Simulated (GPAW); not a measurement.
## Ballistic transport through an Ir chain with two Pt atoms in line, from relaxation to T(E)

How well does an Ir chain with two Pt atoms in line conduct once its atoms have relaxed, and how much do cheaper levels lose?

Method: GPAW LCAO, PAW setups; relaxation of the junction within the symmetry of its start, lead ends held, in the first sound run; inputs show where later runs differ, in GPAW 26.7.0.

## Step 1: Set-up

The cell holds 18 atoms: 16 Ir and 2 Pt. Its edges and angles: a = 9.000 Å, b = 9.000 Å, c = 41.586 Å, α = 90.0°, β = 90.0°, γ = 90.0°. Regions: left lead, 8 atoms (8 Ir); channel, 2 atoms (2 Pt); right lead, 8 atoms (8 Ir). Vacuum lies along a and b. The structure is stacked along c, and the current runs across the ab planes.

## Step 2: Relaxing the atoms

Transmission follows bond lengths closely, so the atoms between the held lead ends are relaxed first, within whatever symmetry the start has.

Contents of run.py:

```python
import json
from ase import Atoms
from ase.constraints import FixAtoms
from ase.optimize import BFGS
from gpaw import GPAW, FermiDirac

device = Atoms(
    ['Ir', 'Ir', 'Ir', 'Ir', 'Ir', 'Ir', 'Ir', 'Ir', 'Pt', 'Pt', 'Ir', 'Ir', 'Ir', 'Ir', 'Ir', 'Ir', 'Ir', 'Ir'],
    positions=[
        [4.50000, 4.50000, 1.15000],
        [4.50000, 4.50000, 3.45000],
        [4.50000, 4.50000, 5.75000],
        [4.50000, 4.50000, 8.05000],
        [4.50000, 4.50000, 10.35000],
        [4.50000, 4.50000, 12.65000],
        [4.50000, 4.50000, 14.95000],
        [4.50000, 4.50000, 17.25000],
        [4.50000, 4.50000, 19.59280],
        [4.50000, 4.50000, 21.99280],
        [4.50000, 4.50000, 24.33560],
        [4.50000, 4.50000, 26.63560],
        [4.50000, 4.50000, 28.93560],
        [4.50000, 4.50000, 31.23560],
        [4.50000, 4.50000, 33.53560],
        [4.50000, 4.50000, 35.83560],
        [4.50000, 4.50000, 38.13560],
        [4.50000, 4.50000, 40.43560]],
    cell=[[9.0, 0.0, 0.0], [0.0, 9.0, 0.0], [0.0, 0.0, 41.5856]],
    pbc=True)

device.set_constraint(FixAtoms([0, 1, 2, 3, 4, 5, 6, 11, 12, 13, 14, 15, 16, 17]))
device.calc = GPAW(mode='lcao', basis='dzp', xc='PBE', h=0.18,
                   kpts={'size': (1, 1, 2), 'gamma': True},
                   symmetry={'tolerance': 1e-3, 'extra_ids': [1, 1, 1, 1, 1, 1, 1, 0, 0, 0, 0, 1, 1, 1, 1, 1, 1, 1]},
                   occupations=FermiDirac(0.1), maxiter=250,
                   mixer=dict(beta=0.1, nmaxold=8, weight=100.0),
                   convergence=dict(density=0.0001), txt='relax.txt')
path = []
opt = BFGS(device, maxstep=0.15)
opt.attach(lambda: path.append((device.get_potential_energy(), device.positions.tolist(), device.get_forces().tolist())))
relaxed = bool(opt.run(fmax=0.05, steps=50))
json.dump(dict(relaxed=relaxed, path=path, positions=device.positions.tolist(), moments=device.get_magnetic_moments().tolist(),
               forces=device.get_forces(apply_constraint=False).tolist()), open('result.json', 'w'))
```

Started as:

```
OMP_NUM_THREADS=1 OPENBLAS_NUM_THREADS=1 python run.py
```

Log:

```text
Step          Energy          fmax
BFGS:    0      -81.961434        0.876263
BFGS:    1      -81.980681        0.466342
BFGS:    2      -81.995887        0.148320
BFGS:    3      -81.996488        0.081949
BFGS:    4      -81.996341        0.067239
BFGS:    5      -81.996596        0.021317
```

The job ended after 12 min (1 thread of Arm Neoverse V1, shared host; peak memory 2.1 GiB).

The steps of the relaxation:

| step | energy less that of the first step (eV) | largest force (eV/Å) |
| --- | --- | --- |
| 1 | 0.0000 | 0.8763 |
| 2 | -0.0201 | 0.4663 |
| 3 | -0.0363 | 0.1483 |
| 4 | -0.0372 | 0.0819 |
| 5 | -0.0371 | 0.0672 |
| 6 | -0.0370 | 0.0213 |

The atoms that moved most (Å):

| atom | dx | dy | dz | length |
| --- | --- | --- | --- | --- |
| Ir11 | 0.000 | 0.000 | 0.034 | 0.034 |
| Ir8 | 0.000 | 0.000 | -0.034 | 0.034 |
| Pt10 | 0.000 | 0.000 | 0.022 | 0.022 |
| Pt9 | 0.000 | 0.000 | -0.022 | 0.022 |

The relaxation lowered the energy of the cell by 0.0370 eV (energies extrapolated to zero smearing; the optimiser's log prints free energies). The largest force left on a free atom is 0.021 eV/Å.

## Step 3: GPAW, dzp

The script solves lead and junction separately, takes H and S in the orbital basis, and joins semi-infinite leads through their self-energies; the dzp basis is the working standard.

This step: GPAW LCAO, PAW setups; Landauer transmission from Green's functions with principal layers (ASE), zero bias (GPAW 26.7.0).

Contents of run.py:

```python
import json
import numpy as np
from ase import Atoms
from ase.transport.calculators import TransportCalculator
from gpaw import GPAW, FermiDirac
from gpaw.lcao.tools import get_lcao_hamiltonian
from scipy.linalg import eigh

# The junction with lead layers at both ends, along the third cell vector
device = Atoms(
    ['Ir', 'Ir', 'Ir', 'Ir', 'Ir', 'Ir', 'Ir', 'Ir', 'Pt', 'Pt', 'Ir', 'Ir', 'Ir', 'Ir', 'Ir', 'Ir', 'Ir', 'Ir'],
    positions=[
        [4.50000, 4.50000, 1.15000],
        [4.50000, 4.50000, 3.45000],
        [4.50000, 4.50000, 5.75000],
        [4.50000, 4.50000, 8.05000],
        [4.50000, 4.50000, 10.35000],
        [4.50000, 4.50000, 12.65000],
        [4.50000, 4.50000, 14.95000],
        [4.50000, 4.50000, 17.21596],
        [4.50000, 4.50000, 19.57108],
        [4.50000, 4.50000, 22.01452],
        [4.50000, 4.50000, 24.36964],
        [4.50000, 4.50000, 26.63560],
        [4.50000, 4.50000, 28.93560],
        [4.50000, 4.50000, 31.23560],
        [4.50000, 4.50000, 33.53560],
        [4.50000, 4.50000, 35.83560],
        [4.50000, 4.50000, 38.13560],
        [4.50000, 4.50000, 40.43560]],
    cell=[[9.0, 0.0, 0.0], [0.0, 9.0, 0.0], [0.0, 0.0, 41.5856]],
    pbc=True)

# One principal layer of the lead: the first 5 atoms of the device
lead = Atoms(
    ['Ir', 'Ir', 'Ir', 'Ir', 'Ir'],
    positions=[
        [4.50000, 4.50000, 1.15000],
        [4.50000, 4.50000, 3.45000],
        [4.50000, 4.50000, 5.75000],
        [4.50000, 4.50000, 8.05000],
        [4.50000, 4.50000, 10.35000]],
    cell=[[9.0, 0.0, 0.0], [0.0, 9.0, 0.0], [0.0, 0.0, 11.5]],
    pbc=True)

settings = dict(mode='lcao', basis='dzp', xc='PBE', h=0.2,
                occupations=FermiDirac(0.1), maxiter=250,
                mixer=dict(beta=0.1, nmaxold=8, weight=100.0),
                convergence=dict(density=0.0001))
energies = np.arange(-2, 2 + 1e-9, 0.025)
eta = 0.0001
n1, n2 = 1, 1
# k and -k transmit alike, so half of the mesh across the current serves
mesh = [(i, j) for i in range(n1) for j in range(n2) if (i, j) <= (-i % n1, -j % n2)]
weights = np.array([1 if (i, j) == (-i % n1, -j % n2) else 2 for i, j in mesh]) / (n1 * n2)

# [... helper functions left out ...]
fermi_lead = ground_state(lead, (1, 1, 10), 'lead.txt')
fermi_device = ground_state(device, (1, 1, 2), 'device.txt')
# [... loop over the mesh left out, but for ...]
        # Shift the lead onto the potential of the device's first layer
        shift = ((H[:, 0, 0] - H0[:, 0, 0]) / S0[0, 0]).real.mean()
# [...]
kT = 8.617333e-5 * 300
bias = [0.1, 0.2, 0.5, 1.0, 1.5, 2.0]
# [... integrals and printing left out ...]
```

Log:

```text
basis functions: device 486, principal layer 135
Fermi level: lead -3.8817 eV, device -3.9366 eV; lead shifted by -0.0068 eV
largest coupling past the next layer 1.48e-06 eV, largest misfit of the first layer 0.103 eV
  E-E_F (eV)   T (one spin)  [channel counts left out]
    -2.000    3.0223e+00
    -1.975    3.0578e+00
    -1.950    3.0838e+00
    -1.925    3.1062e+00
    -1.900    3.1267e+00
    -1.875    3.1493e+00
    -1.850    3.1647e+00
    -1.825    3.1811e+00
    -1.800    3.1966e+00
    -1.775    3.2118e+00
    -1.750    3.2275e+00
    -1.725    3.2446e+00
    -1.700    3.2641e+00
    -1.675    3.2866e+00
    -1.650    3.3128e+00
    -1.625    3.3432e+00
[...]
1.825    1.4640e+00
     1.850    1.3957e+00
     1.875    1.3077e+00
     1.900    1.1897e+00
     1.925    1.0245e+00
     1.950    9.9755e-01
     1.975    9.9757e-01
     2.000    9.9758e-01
conductance at 300 K: 3.1898 G0 a cell; thermopower 3.93 uV/K
current from the zero-bias T(E) at 0.1 V: 24.709 uA
current from the zero-bias T(E) at 0.2 V: 49.425 uA
current from the zero-bias T(E) at 0.5 V: 124.05 uA
current from the zero-bias T(E) at 1.0 V: 247.18 uA
current from the zero-bias T(E) at 1.5 V: 382.39 uA
current from the zero-bias T(E) at 2.0 V: 526.1 uA
```

Run time: 4.6 min. Hardware: 1 thread; peak memory 1.5 GiB.

Numbers from this step:

| Quantity | Value |
| --- | --- |
| conductance | 3.190 G₀ |
| largest coupling past the next principal layer | 1.48e-6 eV |
| largest misfit of the first principal layer | 0.1029 eV |
| shift that aligns the lead | -0.006829 eV |
| basis functions of the junction | 486 |
| basis functions of a principal layer | 135 |
| transmission at the Fermi level (one spin) | 3.199 |

One spin. The transmission, zone mean by energy, zero at the Fermi level:

| energy (eV) | transmission, zone mean |
| --- | --- |
| -2.000 | 3.02 |
| -1.900 | 3.13 |
| -1.800 | 3.20 |
| -1.700 | 3.26 |
| -1.600 | 3.38 |
| -1.500 | 3.54 |
| -1.400 | 3.69 |
| -1.325 | 5.58 |
| -1.300 | 5.11 |
| -1.200 | 5.29 |
| -1.100 | 5.68 |
| -1.000 | 5.19 |
| -0.900 | 5.21 |
| -0.800 | 5.48 |
| -0.700 | 5.11 |
| -0.600 | 4.32 |
| -0.500 | 3.88 |
| -0.400 | 3.66 |
| -0.300 | 3.57 |
| -0.200 | 3.56 |
| -0.100 | 3.35 |
| 0.000 | 3.20 |
| 0.100 | 3.01 |
| 0.200 | 2.91 |
| 0.300 | 2.78 |
| 0.400 | 2.66 |
| 0.500 | 2.55 |
| 0.600 | 2.44 |
| 0.700 | 2.33 |
| 0.800 | 2.20 |
| 0.900 | 2.08 |
| 1.000 | 2.05 |
| 1.100 | 2.02 |
| 1.200 | 1.98 |
| 1.300 | 1.94 |
| 1.400 | 1.88 |
| 1.500 | 1.82 |
| 1.600 | 1.75 |
| 1.700 | 1.66 |
| 1.800 | 1.52 |
| 1.900 | 1.19 |
| 2.000 | 0.998 |

Not self-consistent under bias; the bias window is split evenly. Table of current through one cell, from the zero-bias transmission by bias:

| bias (V) | current through one cell, from the zero-bias transmission (mA) |
| --- | --- |
| 0.100 | 0.0247 |
| 0.200 | 0.0494 |
| 0.500 | 0.124 |
| 1.000 | 0.247 |
| 1.500 | 0.382 |
| 2.000 | 0.526 |

Transmission of the three most open eigenchannels against energy, zero at the Fermi level:

| energy (eV) | channel 1 | channel 2 | channel 3 |
| --- | --- | --- | --- |
| -2.000 | 0.999 | 0.999 | 0.993 |
| -1.900 | 0.998 | 0.998 | 0.993 |
| -1.800 | 0.993 | 0.993 | 0.992 |
| -1.700 | 0.990 | 0.985 | 0.985 |
| -1.600 | 0.988 | 0.974 | 0.974 |
| -1.500 | 0.986 | 0.959 | 0.959 |
| -1.400 | 0.984 | 0.941 | 0.941 |
| -1.300 | 0.985 | 0.922 | 0.919 |
| -1.200 | 0.991 | 0.953 | 0.896 |
| -1.100 | 0.997 | 0.992 | 0.992 |
| -1.000 | 0.997 | 0.942 | 0.847 |
| -0.900 | 0.996 | 0.925 | 0.825 |
| -0.800 | 0.996 | 0.984 | 0.984 |
| -0.700 | 0.997 | 0.868 | 0.830 |
| -0.600 | 0.998 | 0.828 | 0.781 |
| -0.500 | 0.998 | 0.784 | 0.773 |
| -0.400 | 0.998 | 0.767 | 0.767 |
| -0.300 | 0.998 | 0.761 | 0.761 |
| -0.200 | 0.998 | 0.753 | 0.753 |
| -0.100 | 0.998 | 0.742 | 0.742 |
| 0.000 | 0.998 | 0.728 | 0.728 |
| 0.100 | 0.998 | 0.709 | 0.709 |
| 0.200 | 0.998 | 0.687 | 0.687 |
| 0.300 | 0.998 | 0.662 | 0.662 |
| 0.400 | 0.998 | 0.637 | 0.637 |
| 0.500 | 0.998 | 0.613 | 0.613 |
| 0.600 | 0.997 | 0.588 | 0.588 |
| 0.700 | 0.998 | 0.573 | 0.573 |
| 0.800 | 0.998 | 0.556 | 0.556 |
| 0.900 | 0.999 | 0.542 | 0.542 |
| 1.000 | 0.998 | 0.527 | 0.527 |
| 1.100 | 0.998 | 0.511 | 0.511 |
| 1.200 | 0.998 | 0.492 | 0.492 |
| 1.300 | 0.998 | 0.470 | 0.470 |
| 1.400 | 0.998 | 0.443 | 0.443 |
| 1.500 | 0.997 | 0.413 | 0.413 |
| 1.600 | 0.997 | 0.378 | 0.378 |
| 1.700 | 0.997 | 0.332 | 0.332 |
| 1.800 | 0.997 | 0.261 | 0.261 |
| 1.900 | 0.998 | 0.0961 | 0.0961 |
| 2.000 | 0.998 | 2.7e-7 | 1.5e-9 |

Couplings past the next layer reach 1.5e-6 eV, small enough to drop; the matrix elements of the cell's first layer differ from the bulk lead's by up to 0.10 eV. That layer keeps its own values in the calculation, and only beyond it is the lead taken as perfect. The Fermi levels of lead and junction count from different zeros of potential, one for each periodic cell; with both set to zero, the small remaining shift is what aligns them. Without spin-orbit coupling, which is large for these atoms, channel counts and T are those of the scalar-relativistic bands. By hand: G = 3.190 × 77.48 μS = 247 μS, a resistance of 4.05 kΩ; at 0.1 V a linear junction would pass 24.7 μA, and the integral over the bias window gives 24.7 μA.

## Step 4: GPAW, szp: basis = "szp(dzp)"

One radial function a shell plus polarisation makes the matrices smaller; the question is what that costs.

run.py, as its differences from that of step 3:

```diff
@@ -45,3 +45,3 @@
 
-settings = dict(mode='lcao', basis='dzp', xc='PBE', h=0.2,
+settings = dict(mode='lcao', basis='szp(dzp)', xc='PBE', h=0.2,
                 occupations=FermiDirac(0.1), maxiter=250,
```

Log:

```text
basis functions: device 270, principal layer 75
Fermi level: lead -3.5970 eV, device -3.7148 eV; lead shifted by 0.0071 eV
largest coupling past the next layer 1.48e-06 eV, largest misfit of the first layer 0.091 eV
  E-E_F (eV)   T (one spin)  [channel counts left out]
    -2.000    3.0304e+00
    -1.975    3.0381e+00
    -1.950    3.0496e+00
    -1.925    3.0591e+00
    -1.900    3.0686e+00
    -1.875    3.0782e+00
    -1.850    3.0880e+00
    -1.825    3.0981e+00
    -1.800    3.1091e+00
    -1.775    3.1213e+00
    -1.750    3.1353e+00
    -1.725    3.1516e+00
    -1.700    3.1708e+00
    -1.675    3.1934e+00
    -1.650    3.2199e+00
    -1.625    3.2504e+00
[...]
1.825    1.4439e+00
     1.850    1.3957e+00
     1.875    1.3388e+00
     1.900    1.2701e+00
     1.925    1.1854e+00
     1.950    1.0777e+00
     1.975    9.9618e-01
     2.000    9.9616e-01
conductance at 300 K: 3.1069 G0 a cell; thermopower 4.045 uV/K
current from the zero-bias T(E) at 0.1 V: 24.074 uA
current from the zero-bias T(E) at 0.2 V: 48.16 uA
current from the zero-bias T(E) at 0.5 V: 120.57 uA
current from the zero-bias T(E) at 1.0 V: 239.2 uA
current from the zero-bias T(E) at 1.5 V: 367.87 uA
current from the zero-bias T(E) at 2.0 V: 506.97 uA
```

Elapsed: 2.4 min, on 1 thread; peak memory 1.5 GiB.

Numbers from this step:

| Quantity | Value |
| --- | --- |
| conductance | 3.107 G₀ |
| largest misfit of the first principal layer | 0.09127 eV |
| shift that aligns the lead | 0.007101 eV |
| basis functions of the junction | 270 |
| basis functions of a principal layer | 75 |
| transmission at the Fermi level (one spin) | 3.105 |

One spin. Transmission, zone mean against energy, zero at the Fermi level:

| energy (eV) | transmission, zone mean |
| --- | --- |
| -2.000 | 3.03 |
| -1.900 | 3.07 |
| -1.800 | 3.11 |
| -1.700 | 3.17 |
| -1.600 | 3.28 |
| -1.500 | 3.45 |
| -1.400 | 3.59 |
| -1.300 | 3.67 |
| -1.200 | 5.41 |
| -1.125 | 5.62 |
| -1.100 | 5.60 |
| -1.000 | 5.02 |
| -0.900 | 5.09 |
| -0.800 | 5.42 |
| -0.700 | 4.86 |
| -0.600 | 4.05 |
| -0.500 | 3.70 |
| -0.400 | 3.50 |
| -0.300 | 3.45 |
| -0.200 | 3.45 |
| -0.100 | 3.28 |
| 0.000 | 3.10 |
| 0.100 | 2.92 |
| 0.200 | 2.81 |
| 0.300 | 2.69 |
| 0.400 | 2.57 |
| 0.500 | 2.46 |
| 0.600 | 2.34 |
| 0.700 | 2.23 |
| 0.800 | 2.04 |
| 0.900 | 1.98 |
| 1.000 | 1.94 |
| 1.100 | 1.91 |
| 1.200 | 1.87 |
| 1.300 | 1.84 |
| 1.400 | 1.80 |
| 1.500 | 1.75 |
| 1.600 | 1.69 |
| 1.700 | 1.61 |
| 1.800 | 1.49 |
| 1.900 | 1.27 |
| 2.000 | 0.996 |

Not self-consistent under bias; the bias window is split evenly. Table of current through one cell, from the zero-bias transmission by bias:

| bias (V) | current through one cell, from the zero-bias transmission (mA) |
| --- | --- |
| 0.100 | 0.0241 |
| 0.200 | 0.0482 |
| 0.500 | 0.121 |
| 1.000 | 0.239 |
| 1.500 | 0.368 |
| 2.000 | 0.507 |

Transmission of the three most open eigenchannels against energy, zero at the Fermi level:

| energy (eV) | channel 1 | channel 2 | channel 3 |
| --- | --- | --- | --- |
| -2.000 | 0.999 | 0.999 | 0.993 |
| -1.900 | 0.996 | 0.996 | 0.992 |
| -1.800 | 0.990 | 0.990 | 0.990 |
| -1.700 | 0.988 | 0.980 | 0.980 |
| -1.600 | 0.986 | 0.967 | 0.967 |
| -1.500 | 0.983 | 0.949 | 0.949 |
| -1.400 | 0.980 | 0.928 | 0.928 |
| -1.300 | 0.978 | 0.903 | 0.903 |
| -1.200 | 0.982 | 0.938 | 0.876 |
| -1.100 | 0.993 | 0.986 | 0.986 |
| -1.000 | 0.997 | 0.930 | 0.821 |
| -0.900 | 0.998 | 0.909 | 0.797 |
| -0.800 | 0.998 | 0.992 | 0.992 |
| -0.700 | 0.998 | 0.844 | 0.764 |
| -0.600 | 0.998 | 0.801 | 0.753 |
| -0.500 | 0.998 | 0.756 | 0.746 |
| -0.400 | 0.998 | 0.740 | 0.740 |
| -0.300 | 0.998 | 0.734 | 0.734 |
| -0.200 | 0.998 | 0.725 | 0.725 |
| -0.100 | 0.998 | 0.712 | 0.712 |
| 0.000 | 0.997 | 0.696 | 0.696 |
| 0.100 | 0.998 | 0.675 | 0.675 |
| 0.200 | 0.998 | 0.651 | 0.651 |
| 0.300 | 0.998 | 0.625 | 0.625 |
| 0.400 | 0.997 | 0.598 | 0.598 |
| 0.500 | 0.997 | 0.573 | 0.573 |
| 0.600 | 0.997 | 0.548 | 0.548 |
| 0.700 | 0.997 | 0.527 | 0.527 |
| 0.800 | 0.999 | 0.508 | 0.508 |
| 0.900 | 0.999 | 0.489 | 0.489 |
| 1.000 | 0.998 | 0.472 | 0.472 |
| 1.100 | 0.998 | 0.456 | 0.456 |
| 1.200 | 0.997 | 0.439 | 0.439 |
| 1.300 | 0.997 | 0.420 | 0.420 |
| 1.400 | 0.997 | 0.400 | 0.400 |
| 1.500 | 0.997 | 0.376 | 0.376 |
| 1.600 | 0.997 | 0.346 | 0.346 |
| 1.700 | 0.996 | 0.305 | 0.305 |
| 1.800 | 0.996 | 0.245 | 0.245 |
| 1.900 | 0.996 | 0.137 | 0.137 |
| 2.000 | 0.996 | 3.4e-7 | 1.0e-8 |

The conductance, 3.11 G₀, lies 2.6 % below that of the dzp run.

## Step 5: GPAW, sz: basis = "sz(dzp)"

One function for each valence shell of the setup, as for a first survey of a large system.

run.py, as its differences from that of step 4:

```diff
@@ -45,3 +45,3 @@
 
-settings = dict(mode='lcao', basis='szp(dzp)', xc='PBE', h=0.2,
+settings = dict(mode='lcao', basis='sz(dzp)', xc='PBE', h=0.2,
                 occupations=FermiDirac(0.1), maxiter=250,
```

Log:

```text
basis functions: device 216, principal layer 60
Fermi level: lead -3.6006 eV, device -3.7264 eV; lead shifted by 0.0082 eV
largest coupling past the next layer 1.47e-06 eV, largest misfit of the first layer 0.051 eV
  E-E_F (eV)   T (one spin)  [channel counts left out]
    -2.000    3.0424e+00
    -1.975    3.0532e+00
    -1.950    3.0638e+00
[...]
1.975    9.8930e-01
     2.000    9.8921e-01
conductance at 300 K: 3.0902 G0 a cell; thermopower 4.435 uV/K
current from the zero-bias T(E) at 0.1 V: 23.945 uA
current from the zero-bias T(E) at 0.2 V: 47.898 uA
current from the zero-bias T(E) at 0.5 V: 119.88 uA
current from the zero-bias T(E) at 1.0 V: 237.64 uA
current from the zero-bias T(E) at 1.5 V: 365.16 uA
current from the zero-bias T(E) at 2.0 V: 502.97 uA
```

The job ended after 1.9 min (1 thread; peak memory 1.4 GiB).

Numbers from this step:

```
conductance                                    : 3.090 G₀
largest coupling past the next principal layer : 1.47e-6 eV
largest misfit of the first principal layer    : 0.05100 eV
shift that aligns the lead                     : 0.008188 eV
basis functions of the junction                : 216
basis functions of a principal layer           : 60
transmission at the Fermi level (one spin)     : 3.088
```

The conductance, 3.09 G₀, lies 3.1 % below that of the dzp run.

(Part 1 of 2 ends here.)

[Logs are printed without paths, hosts, clocks, repeated set-up lines and the standing remarks that a program may print on its own settings, such as how far it seeks lower states.]

[Hosts, paths, dates, database ids (printed as entryN), source tags and the programs' standing remarks are cut or masked in the printed files.]
